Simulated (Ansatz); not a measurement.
## BaCeSe3 (model cell, started as cubic perovskite with Ce in the octahedra): a soft mode frozen in

Wanted: the energy along a soft mode of BaCeSe3 (model cell, started as cubic perovskite with Ce in the octahedra) and the structure at the end.

Main program and level: Ansatz 0.2.0; DFT PBEsol, scalar-relativistic, plane waves, PAW; PAW set soft_1.

The structure was built from a prototype and need not be the compound's stable phase.

**1. Starting point**

It takes space group Pm-3m (No. 221, cubic). Conventional cell: a = 5.463 Å, b = 5.463 Å, c = 5.463 Å, α = 90.00°, β = 90.00°, γ = 90.00°. Nearest to Ba lie 12 Se at 3.86 Å. Ce has 6 Se at 2.73 Å nearest. Nearest to Se lie 2 Ce at 2.73 Å and 4 Ba at 3.86 Å. Farther neighbours and most contacts between anions are not listed.

**2. Phonons on a q mesh**

The cell comes from relaxations at this level that are not shown. Stability and thermal properties need the whole zone. Linear response on a 2×2×2 q mesh gives force constants as far as a supercell of that size would, and the tensors from the zone-centre run are typed in so that the long-range dipole term is interpolated apart.

Input file input.yaml:

```yaml
crystal:
  lattice:
    - [5.4631095288, 0.0, 0.0]
    - [0.0, 5.4631095288, 0.0]
    - [0.0, 0.0, 5.4631095288]
  atoms:
    - { symbol: Ba, position: [0.0, 0.0, 0.0] }
    - { symbol: Ce, position: [0.5, 0.5, 0.5] }
    - { symbol: Se, position: [0.5, 0.5, 0.0] }
    - { symbol: Se, position: [0.5, 0.0, 0.5] }
    - { symbol: Se, position: [0.0, 0.5, 0.5] }
kpoints:
  mp_grid: { grid: [8, 8, 8] }
hamiltonian:
  xc: pbesol
  pseudopotentials: { kind: paw, azcp: { folder: soft_1 }, xc_functional: pbe }
scf:
  occupations: { method: fixed }
output:
  eigenvalues: true
phonons:
  method: dfpt
  qmesh: [2, 2, 2]
  temperatures: { t_max: 1000, t_step: 50 }
  qpath:
    path:
      - [[0.0, 0.0, 0.0], [0.0, 0.5, 0.0], [0.5, 0.5, 0.0], [0.0, 0.0, 0.0], [0.5, 0.5, 0.5], [0.0, 0.5, 0.0]]
      - [[0.5, 0.5, 0.5], [0.5, 0.5, 0.0]]
    npoints: 10
  non_analytic_term:
    high_frequency_dielectric_tensor: [[10.9307, 0.0, 0.0], [0.0, 10.9307, 0.0], [0.0, 0.0, 10.9307]]
    born_effective_charges:
      - { species: Ba, tensor: [[3.0544, 0.0, 0.0], [0.0, 3.0544, 0.0], [0.0, 0.0, 3.0544]] }
      - { species: Ce, tensor: [[6.9098, 0.0, 0.0], [0.0, 6.9098, 0.0], [0.0, 0.0, 6.9098]] }
      - { species: Se, tensor: [[-1.8407, 0.0, 0.0], [0.0, -1.8407, 0.0], [0.0, 0.0, -6.2829]] }
      - { species: Se, tensor: [[-1.8407, 0.0, 0.0], [0.0, -6.2829, 0.0], [0.0, 0.0, -1.8407]] }
      - { species: Se, tensor: [[-6.2829, 0.0, 0.0], [0.0, -1.8407, 0.0], [0.0, 0.0, -1.8407]] }
    source: "zone-centre run at this cell"
```

Started as:

```console
$ ansatz run input.yaml --threads 4 --pin off --max-ram 16384MiB --backend cpu --events-out ev --progress --plain --runs-dir out
```

Numbers of over 12 decimals in the logs are rounded to 6 here.

The program printed:

```text
Engine: ansatz 0.2.0, aarch64-unknown-linux-gnu
Pseudopotentials: kind: paw
Pseudopotential: Ba, paw, valence charge 10, recommended cutoff 420 eV (normal), soft_1/Ba.paw.azcp
Pseudopotential: Ce, paw, valence charge 12, recommended cutoff 420 eV (normal), soft_1/Ce.paw.azcp
Pseudopotential: Se, paw, valence charge 16, recommended cutoff 420 eV (normal), soft_1/Se.paw.azcp
Functional definition: PBEsol
  exchange = pbesol_x
  correlation = pbesol_c
Crystal: 5 atoms, lattice volume = 163.050 Å³
Basis set: ecut = 420 eV, 3191 PW (Γ), exchange–correlation on 80×80×80 points (8 copies of the dense FFT grid, shifted against one another)
Bands: 42, of which v1, the nominal top of the filled ones, is band 35 counted from 1 (34 counted from 0)
Symmetry: 48 space group operations
k-points: 35 of 512
Non-local potential: Ba, projectors of the file, l = 0: 3, l = 1: 2, l = 2: 2, l = 3: 2
Non-local potential: Ce, projectors of the file, l = 0: 3, l = 1: 2, l = 2: 2, l = 3: 3
Non-local potential: Se, projectors of the file, l = 0: 2, l = 1: 2, l = 2: 3, l = 3: 1
PAW form: soft (Blöchl's): semilocal exchange-correlation on the pseudo side does not see the compensation charge
PAW frozen core: Ba, regenerated for the run's functional, and the local potential with it (the file was generated under x = pbe(κ = 0.804, μ = 0.219515), c = pbe(β = 0.066725))
PAW frozen core: Ce, regenerated for the run's functional, and the local potential with it (the file was generated under x = pbe(κ = 0.804, μ = 0.219515), c = pbe(β = 0.066725))
PAW frozen core: Se, regenerated for the run's functional, and the local potential with it (the file was generated under x = pbe(κ = 0.804, μ = 0.219515), c = pbe(β = 0.066725))
PAW one-centre angular grid: Ba, 194 points (default); XC on 64 Gauss nodes
PAW one-centre angular grid: Ce, 590 points (default); XC on 64 Gauss nodes
PAW one-centre angular grid: Se, 590 points (default); XC on 64 Gauss nodes
Initial density: superposition of atomic densities (chi_scale 0.1, normalization cell, long waves kept (reshape's long-wave potential 0.00 eV rms))
Initial wavefunctions: pseudopotential atomic-orbital guess
Functional: x = pbesol(κ = 0.804, μ = 0.123457), c = pbesol(β = 0.046)
SCF iter   1: F=—  HF=-28637.877054 eV  |F-HF|=—  |Δ(HF+E_count)|=         —  Δρ=3.39e-1  dr2=3.12e2  ethr=3.10e-3  ⟨swp⟩=4.1  Hψ=4778  notcnv=0  defer=109
preconditioner: auto → Resta (q_TF=auto, 2.370 Å⁻¹)  ε∞=8.6  [insulator: Δε(μ)=0.000 eV  Ē_g=5.795 eV  n_scr=32 (ndim 8)  ℏωp=15.9 eV  f_vac=0.000  ε∞_Penn≈8.6]
SCF iter   2: F=—  HF=-28676.432320 eV  |F-HF|=—  |Δ(HF+E_count)|=    3.86e1  Δρ=2.04e-1  dr2=8.65e1  ethr=3.10e-3  ⟨swp⟩=6.0  Hψ=6099  notcnv=0  defer=150
SCF iter   3: F=—  HF=-28649.227397 eV  |F-HF|=—  |Δ(HF+E_count)|=    2.72e1  Δρ=1.42e-1  dr2=4.21e1  ethr=3.10e-3  ⟨swp⟩=4.5  Hψ=4016  notcnv=0  defer=142
SCF iter   4: F=—  HF=-28629.633771 eV  |F-HF|=—  |Δ(HF+E_count)|=    1.96e1  Δρ=4.80e-2  dr2=4.70e0  ethr=3.10e-3  ⟨swp⟩=4.2  Hψ=3744  notcnv=0  defer=84
SCF iter   5: F=—  HF=-28630.910297 eV  |F-HF|=—  |Δ(HF+E_count)|=    1.28e0  Δρ=1.90e-1  dr2=8.70e1  ethr=3.10e-3  ⟨swp⟩=4.0  Hψ=3319  notcnv=0  defer=97  recentre
SCF iter   6: F=—  HF=-28631.150430 eV  |F-HF|=—  |Δ(HF+E_count)|=   2.40e-1  Δρ=6.28e-2  dr2=9.38e0  ethr=3.10e-3  ⟨swp⟩=4.2  Hψ=3965  notcnv=0  defer=127
SCF iter   7: F=—  HF=-28629.346028 eV  |F-HF|=—  |Δ(HF+E_count)|=    1.80e0  Δρ=4.04e-2  dr2=3.87e0  ethr=3.10e-3  ⟨swp⟩=3.5  Hψ=2998  notcnv=0  defer=110
SCF iter   8: F=—  HF=-28628.688534 eV  |F-HF|=—  |Δ(HF+E_count)|=   6.57e-1  Δρ=5.56e-3  dr2=7.20e-2  ethr=3.10e-3  ⟨swp⟩=3.6  Hψ=3267  notcnv=0  defer=79
SCF iter   9: F=—  HF=-28628.681248 eV  |F-HF|=—  |Δ(HF+E_count)|=   7.29e-3  Δρ=5.46e-4  dr2=5.92e-4  ethr=1.03e-4  ⟨swp⟩=2.9  Hψ=1837  notcnv=0  defer=124
SCF iter  10: F=—  HF=-28628.687417 eV  |F-HF|=—  |Δ(HF+E_count)|=   6.17e-3  Δρ=5.80e-3  dr2=7.87e-2  ethr=8.46e-7  ⟨swp⟩=3.6  Hψ=3121  notcnv=0  defer=156
SCF iter  11: F=—  HF=-28628.681705 eV  |F-HF|=—  |Δ(HF+E_count)|=   5.71e-3  Δρ=1.85e-3  dr2=8.24e-3  ethr=8.46e-7  ⟨swp⟩=4.9  Hψ=3868  notcnv=0  defer=151
SCF iter  12: F=—  HF=-28628.681090 eV  |F-HF|=—  |Δ(HF+E_count)|=   6.16e-4  Δρ=6.94e-4  dr2=1.15e-3  ethr=8.46e-7  ⟨swp⟩=2.3  Hψ=2198  notcnv=0  defer=144
SCF iter  13: F=—  HF=-28628.680997 eV  |F-HF|=—  |Δ(HF+E_count)|=   9.27e-5  Δρ=1.86e-4  dr2=8.13e-5  ethr=8.46e-7  ⟨swp⟩=2.2  Hψ=1671  notcnv=0  defer=144
SCF iter  14: F=—  HF=-28628.680992 eV  |F-HF|=—  |Δ(HF+E_count)|=   4.72e-6  Δρ=1.73e-5  dr2=7.27e-7  ethr=1.16e-7  ⟨swp⟩=1.8  Hψ=1534  notcnv=0  defer=92
SCF iter  15: F=—  HF=-28628.680991 eV  |F-HF|=—  |Δ(HF+E_count)|=   1.15e-6  Δρ=1.55e-5  dr2=6.04e-7  ethr=1.04e-9  ⟨swp⟩=1.9  Hψ=1599  notcnv=0  defer=62
SCF iter  16: F=—  HF=-28628.680991 eV  |F-HF|=—  |Δ(HF+E_count)|=   4.98e-8  Δρ=1.39e-6  dr2=4.98e-9  ethr=8.63e-10  ⟨swp⟩=1.8  Hψ=1525  notcnv=0  defer=62
SCF iter  17: F=—  HF=-28628.680991 eV  |F-HF|=—  |Δ(HF+E_count)|=  5.75e-10  Δρ=4.53e-7  dr2=4.88e-10  ethr=7.11e-12  ⟨swp⟩=2.2  Hψ=2621  notcnv=0  defer=62
SCF iter  18: F=—  HF=-28628.680991 eV  |F-HF|=—  |Δ(HF+E_count)|=  3.64e-11  Δρ=1.09e-7  dr2=3.01e-11  ethr=1.00e-12  ⟨swp⟩=1.9  Hψ=1663  notcnv=0  defer=62
SCF iter  19: F=—  HF=-28628.680991 eV  |F-HF|=—  |Δ(HF+E_count)|=    0.00e0  Δρ=7.07e-8  dr2=1.51e-11  ethr=1.00e-12  ⟨swp⟩=11.0  Hψ=8278  notcnv=0
SCF iter  20: F=-28628.680991 eV  HF=-28628.680991 eV  |F-HF|=7.28e-12  |Δ(HF+E_count)|=  7.28e-12  Δρ=4.23e-9  dr2=8.06e-14  ethr=1.00e-12  ⟨swp⟩=4.9  Hψ=5453  notcnv=0
SCF 1 converged in 20 iterations: F = -28628.680991 eV  dr2 = 8.06e-14
  greatest PAW one-centre occupation: 1.000 electrons in one spin orbital (limit 2), on the Se atom at site 3 (counted from 0), in its partial waves of l = 2
NSCF: frozen V_eff on 35 k-points
NSCF: frozen V_eff on 125 k-points
DFPT response loops at q = (0, 0, 0) (fractional): preconditioner auto → Resta (q_TF=auto, 2.370 Å⁻¹)  ε∞=9.3 (no band partly filled); β = 1.00, the filter's whole step (`scf.mixing.beta` (0.50) is not read by the response loops at its default; to damp them type it under 1.00, their step now; it binds the ground state too); Broyden in place of MSR1
NSCF: frozen V_eff on 250 k-points
DFPT response loops at q = (0, 0, -0.5) (fractional): mixed as the last ones told, above
NSCF: frozen V_eff on 250 k-points
DFPT response loops at q = (0, -0.5, -0.5) (fractional): mixed as the last ones told, above
NSCF: frozen V_eff on 250 k-points
DFPT response loops at q = (-0.5, -0.5, -0.5) (fractional): mixed as the last ones told, above
SCF converged after 20 iterations
Free energy (F): -28628.680991 eV
Harris-Foulkes:  -28628.680991 eV  (|F-HF|=7.28e-12)
Internal energy: -28628.680991 eV  (E = F + TS)
E sigma→0 (E₀):  -28628.680991 eV
Fermi energy:    7.426615 eV
--- Per-component energies (eV) ---
  E_band       = -1287.496282
  E_kinetic    = 728.009493
  E_local      = -10011.009226  (includes V_loc(G=0)·N_el)
  E_nonlocal   = -857.399592
  E_hartree    = 5060.874780
  E_xc         = -595.696126
  E_vxc        = -570.362748  (∫ρ·V_xc dr)
  E_paw        = -16857.236511  (= ΣΔE_a)
  E_vpaw       = -698.482611  (= ΣTr[D̂ρ^β])
  E_aug_tail   = -0.001143  (compensation charges beyond the density's cutoff)
  E_ewald      = -6099.625310
  E_core_change = 3.402643  (= ΣΔE_core)
  E_smearing   = -0.000000  (= −TS)
  E_closure    = 0.000000  (closes the sum)
  Σ components = -28628.680991   (vs F -28628.680991, Δ=0.00e0)
--- Band table (eV; the first three rows and the last of 35) ---
  k-point 0: bands = [... 31 lower, 6.1428, 6.7215, 6.7215, 6.7215, 8.1871, 8.5379, 8.5379, 8.5379, ... 3 higher]
  k-point 1: bands = [... 31 lower, 6.0513, 6.4116, 6.7070, 6.7070, 8.1825, 8.3992, 8.3992, 8.5102, ... 3 higher]
  k-point 2: bands = [... 31 lower, 5.8092, 5.8552, 6.6854, 6.6854, 8.1727, 8.2968, 8.2968, 8.4719, ... 3 higher]
  k-point 34: bands = [... 31 lower, 4.4298, 7.4266, 7.4266, 7.4266, 8.1201, 8.1653, 8.1653, 8.1653, ... 3 higher]
--- Phonons (Γ-DFPT): 4 representative perturbations + reference (Σ response iterations 12) ---
  ASR residual: 9.811e-5 → 0.000e0 eV/Å²; symmetrization residual: 1.002e-5 eV/Å²
  ASR residual per site (eV/Å²): 9.81e-5 1.40e-5 3.70e-5 3.70e-5 3.70e-5
  Γ frequencies (cm⁻¹): -51.05 -51.05 -51.05 -40.23 -40.23 -40.23 0.00 0.00 0.00 57.44 57.44 57.44 224.38 224.38 224.38
--- Phonons (arbitrary-q DFPT): 4 irreducible q on the 2×2×2 mesh ---
  q = [0.0000, 0.0000, 0.0000] (star 1, of the zone-centre solve; hermiticity 1.87e-6, symmetrization 7.46e-12): -51.05 -51.05 -51.05 -40.23 -40.23 -40.23 -0.00 -0.00 0.00 57.44 57.44 57.44 224.38 224.38 224.38
  q = [0.0000, 0.0000, -0.5000] (star 3, 9 solved perturbations in 975 linear systems a pass and spin channel, the states on 125 of 512 k-point pairs; hermiticity 1.58e-6, symmetrization 8.88e-12): -42.92 -42.92 -30.38 -30.38 -23.72 41.55 41.55 44.47 50.44 50.44 52.66 170.91 224.87 224.87 237.20
  q = [0.0000, -0.5000, -0.5000] (star 3, 9 solved perturbations in 975 linear systems a pass and spin channel, the states on 125 of 512 k-point pairs; hermiticity 3.20e-7, symmetrization 4.29e-13): -66.78 -48.83 -48.83 -23.38 28.10 28.10 48.75 48.75 50.87 79.38 173.42 173.42 195.59 225.43 243.86
  q = [-0.5000, -0.5000, -0.5000] (star 1, 4 solved perturbations in 350 linear systems a pass and spin channel, the states on 125 of 512 k-point pairs; hermiticity 1.23e-7, symmetrization 1.04e-11): -70.34 -70.34 -70.34 -40.51 -40.51 -40.51 77.37 77.37 77.37 175.05 175.05 175.05 191.69 191.69 249.70
  sum rule: each row above includes the acoustic sum rule's correction from the zone centre's row sums; it moved no ω² by more than (0.44 cm⁻¹)²
  mesh force constants: q→R imaginary residual 4.46e-18; ASR residual 9.811e-5 → 0.000e0 eV/Å²; symmetrization residual 1.243e-14 eV/Å²
  interpolated dispersion: 63 rows × 15 modes
  density of states and harmonic sums: on the 12×12×12 q-mesh, interpolated from the force constants of a 2×2×2 supercell (with the dipole–dipole term of supplied tensors)
  largest difference from the sums on the solved wave vectors: F 4.29e-2 eV, S 4.69e-5 and C_V 1.95e-5 eV/K
  zero-point energy: 0.075444 eV/cell   skipped modes (ω ≤ 0): 445, of them read as no rigid motion or as one in doubt: 442 (5.295e0 modes/cell left out, lowest -70.34 cm⁻¹)   left out of the sums: 3.53e-1 of the cell's modes: C_V's classical limit lies that fraction below 3 k_B per atom; for a crystal, a wire or a layer, F and S can be off by more, and a phonons.interpolated_qmesh denser along its periods is the remedy for the sampling
```

Elapsed: 8.5 min, on 4 threads of Arm Neoverse V2, shared host; peak memory 2.4 GiB.

In the SCF lines HF is the Harris–Foulkes energy and dr2 the Hartree energy of the density residual, in eV; the loop may stop once dr2 is under the threshold and the program's other checks hold. Hψ counts applications of the Hamiltonian.

Numbers from this step:

```yaml
gap_on_the_k_mesh: 0.6935 eV
volume_per_atom: 32.61 Å³
sum_rule_residual_before_enforcement: 9.81e-5 eV/Å²
lowest_frequency_on_the_path: -70.34 cm⁻¹
point_group: m-3m
highest_frequency_on_the_path_or_at_a_solved_wavevector: 270.7 cm⁻¹
highest_optical_mode_at_the_zone_centre_no_lo_to_term: 224.4 cm⁻¹
lowest_optical_zone_centre_mode: -51.05 cm⁻¹
lowest_mode_on_the_q_mesh_acoustic_modes_at_gamma_apart: -70.34 cm⁻¹
```

Frequencies (cm⁻¹) solved at each irreducible wavevector; negative means imaginary. Frequencies by wavevector, by row:

```tsv
q in reciprocal lattice units	star	mode 1	mode 2	mode 3	mode 4	mode 13	mode 14	mode 15
0 0 0	1	-51	-51	-51	-40.2	224.4	224.4	224.4
0 0 -0.5	3	-42.9	-42.9	-30.4	-30.4	224.9	224.9	237.2
0 -0.5 -0.5	3	-66.8	-48.8	-48.8	-23.4	195.6	225.4	243.9
-0.5 -0.5 -0.5	1	-70.3	-70.3	-70.3	-40.5	191.7	191.7	249.7
```

Interpolated from a 2×2×2 q mesh, with the LO-TO term (at Γ the limit along the path; where Γ stands inside the path, tables give the limit on arrival). Phonon branches along the path, in cm⁻¹:

```tsv
point	branch 1	branch 2	branch 3	branch 4	branch 12	branch 13	branch 14	branch 15
Γ	-51	-51	-40	-40	71	224	224	271
halfway	-48	-48	-33	-33	118	225	225	259
X	-43	-43	-30	-30	171	225	225	237
halfway	-57	-43	-40	-36	172	208	225	248
M	-67	-49	-49	-23	173	196	225	244
halfway	-53	-44	-43	-32	121	214	225	259
Γ	-51	-51	-40	-40	71	224	224	271
halfway	-52	-51	-51	-33	123	215	215	261
R	-70	-70	-70	-40	175	192	192	250
halfway	-58	-57	-49	-38	173	204	215	254
X	-43	-43	-30	-30	171	225	225	237
jump to R	-70	-70	-70	-40	175	192	192	250
halfway	-69	-58	-58	-36	174	194	210	251
M	-67	-49	-49	-23	173	196	225	244
```

Symmetry leaves 4 wavevectors to solve. The lowest mode among them, the acoustic zeros apart, lies at q = (-0.5, -0.5, -0.5) and is imaginary, 70.3i cm⁻¹, so the energy falls along it.

**3. The mode frozen in, largest atomic shift 0 Å**

The mode followed lies at q = (-0.5, -0.5, -0.5) with frequency 70.3i cm⁻¹ and is 3-fold degenerate, the softest among the wavevectors solved. At small amplitude the distorted cell has space group no. 74 by a symmetry search on the positions. The undistorted cell that holds it gives the zero of energy on the same k mesh.

System of this step: BaCeSe3 (model cell, started as cubic perovskite with Ce in the octahedra). The structure is cubic, space group Pm-3m (No. 221). Conventional cell: a = 5.463 Å, b = 5.463 Å, c = 5.463 Å, α = 90.00°, β = 90.00°, γ = 90.00°. Nearest to Ba lie 12 Se at 3.86 Å. Nearest to Ce lie 6 Se at 2.73 Å. Se has 2 Ce at 2.73 Å and 4 Ba at 3.86 Å nearest. Farther neighbours and most contacts between anions are not listed.

Input file input.yaml:

```yaml
crystal:
  lattice:
    - [5.4631095288, 5.4631095288, 0.0]
    - [5.4631095288, 0.0, 5.4631095288]
    - [5.4631095288, 0.0, -5.4631095288]
  atoms:
    - { symbol: Ba, position: [0.0, 0.0, 0.0] }
    - { symbol: Ba, position: [0.0, 0.5, 0.5] }
    - { symbol: Ce, position: [0.5, 0.25, 0.75] }
    - { symbol: Ce, position: [0.5, 0.75, 0.25] }
    - { symbol: Se, position: [0.5, 0.0, 0.0] }
    - { symbol: Se, position: [0.5, 0.5, 0.5] }
    - { symbol: Se, position: [0.0, 0.5, 0.0] }
    - { symbol: Se, position: [0.0, 0.0, 0.5] }
    - { symbol: Se, position: [0.5, 0.0, 0.5] }
    - { symbol: Se, position: [0.5, 0.5, 1.0] }
kpoints:
  mp_grid: { grid: [6, 6, 6] }
hamiltonian:
  xc: pbesol
  pseudopotentials: { kind: paw, azcp: { folder: soft_1 }, xc_functional: pbe }
scf:
  occupations: { method: gaussian, width: 0.02 }
output:
  forces: true
  stress: true
  eigenvalues: true
```

The program printed:

```text
band count auto-derived: 89 (N_el = 140.0; filled up to band 70; 84 by the electrons, moments and atoms)
[...]
Crystal: 10 atoms, lattice volume = 326.099 Å³
Basis set: ecut = 420 eV, 6375 PW (Γ), exchange–correlation on 108×108×108 points (8 copies of the dense FFT grid, shifted against one another)
[...]
k-point 0: bands = [... 66 lower, 6.7215, 7.4266, 7.4266, 7.4266, 8.1202, 8.1654, 8.1654, 8.1654, ... 15 higher]
  k-point 1: bands = [... 66 lower, 6.5940, 7.1675, 7.1675, 7.2839, 8.1315, 8.1816, 8.1820, 8.1820, ... 15 higher]
  k-point 2: bands = [... 66 lower, 6.3819, 6.7214, 6.7214, 6.9798, 8.1501, 8.1719, 8.1971, 8.1971, ... 15 higher]
  k-point 15: bands = [... 66 lower, 6.3015, 6.5495, 6.6173, 7.0275, 8.1642, 8.1680, 8.1978, 8.2011, ... 15 higher]
[key lines of the parts left out:]
SCF converged after 12 iterations
Free energy (F): -57257.361959 eV
Fermi energy:    7.773711 eV
P = ⅓ Tr σ = 0.0035 GPa (0.035 kbar)
```

Run time: 9.7 s. Hardware: 4 threads; peak memory 1.2 GiB; 37 s of CPU time.

This step gave:

```
pressure                         : 0.003512 GPa
gap on the k-mesh                : 0.6936 eV
energy from the undistorted cell : 0 meV/atom
```

At this level the gap is 0.69 eV on the k-mesh of the self-consistent run, which can miss the band edges.

**4. The mode frozen in, largest atomic shift 0.6 Å**

The atoms are moved along the unstable eigenvector, the largest shift by 0.6 Å, with the cell fixed.

input.yaml, the sections that differ from step 3:

```yaml
crystal:
  lattice:
    - [5.4631095288, 5.4631095288, 0.0]
    - [5.4631095288, 0.0, 5.4631095288]
    - [5.4631095288, 0.0, -5.4631095288]
  atoms:
    - { symbol: Ba, position: [0.0, 0.0, 0.0] }
    - { symbol: Ba, position: [0.0, 0.5, 0.5] }
    - { symbol: Ce, position: [0.5, 0.25, 0.75] }
    - { symbol: Ce, position: [0.5, 0.75, 0.25] }
    - { symbol: Se, position: [0.4223401862, 0.0776598138, 0.0776598138] }
    - { symbol: Se, position: [0.5776598138, 0.4223401862, 0.4223401862] }
    - { symbol: Se, position: [0.0, 0.5388299069, -0.0388299069] }
    - { symbol: Se, position: [0.0, -0.0388299069, 0.5388299069] }
    - { symbol: Se, position: [0.5, -0.0388299069, 0.5388299069] }
    - { symbol: Se, position: [0.5, 0.5388299069, 0.9611700931] }
# kpoints, hamiltonian, scf, output: as in step 3
```

The program printed:

```text
[...]
Crystal: 10 atoms, lattice volume = 326.099 Å³
Basis set: ecut = 420 eV, 6375 PW (Γ), exchange–correlation on 108×108×108 points (8 copies of the dense FFT grid, shifted against one another)
Bands: 89, of which v1, the nominal top of the filled ones, is band 70 counted from 1 (69 counted from 0)
Symmetry: 8 space group operations
[...]
k-points: 46 of 216
[...]
k-point 0: bands = [... 66 lower, 6.5305, 6.5855, 6.7391, 6.9848, 7.8455, 7.8828, 7.8868, 7.8877, ... 15 higher]
  k-point 1: bands = [... 66 lower, 6.4171, 6.6619, 6.7565, 6.8848, 7.8497, 7.8791, 7.8975, 7.9054, ... 15 higher]
  k-point 2: bands = [... 66 lower, 6.3285, 6.6152, 6.6163, 6.6857, 7.8576, 7.8718, 7.9139, 7.9179, ... 15 higher]
  k-point 45: bands = [... 66 lower, 6.2613, 6.3328, 6.4069, 6.7924, 7.8646, 7.8673, 7.9082, 7.9090, ... 15 higher]
[key lines of the parts left out:]
SCF converged after 15 iterations
Free energy (F): -57258.032072 eV
Fermi energy:    7.476476 eV
P = ⅓ Tr σ = -1.0769 GPa (-10.769 kbar)
```

Wall time 35 s (4 threads); peak memory 1.5 GiB.

Numbers from this step:

- pressure: -1.077 GPa
- gap on the k-mesh: 0.7380 eV
- energy from the undistorted cell: -67.01 meV/atom

The energy, extrapolated to zero smearing, is -67.01 meV/atom against the undistorted cell.

The run ends at a pressure of -1.08 GPa, with forces up to 0.30 eV/Å.

[end of part 1 of 2]

[Logs are printed without paths, hosts, clocks, repeated set-up lines and the standing remarks that a program may print on its own settings, such as how far it seeks lower states.]

[Hosts, paths, dates, database ids (printed as entryN), source tags and the programs' standing remarks are cut or masked in the printed files.]
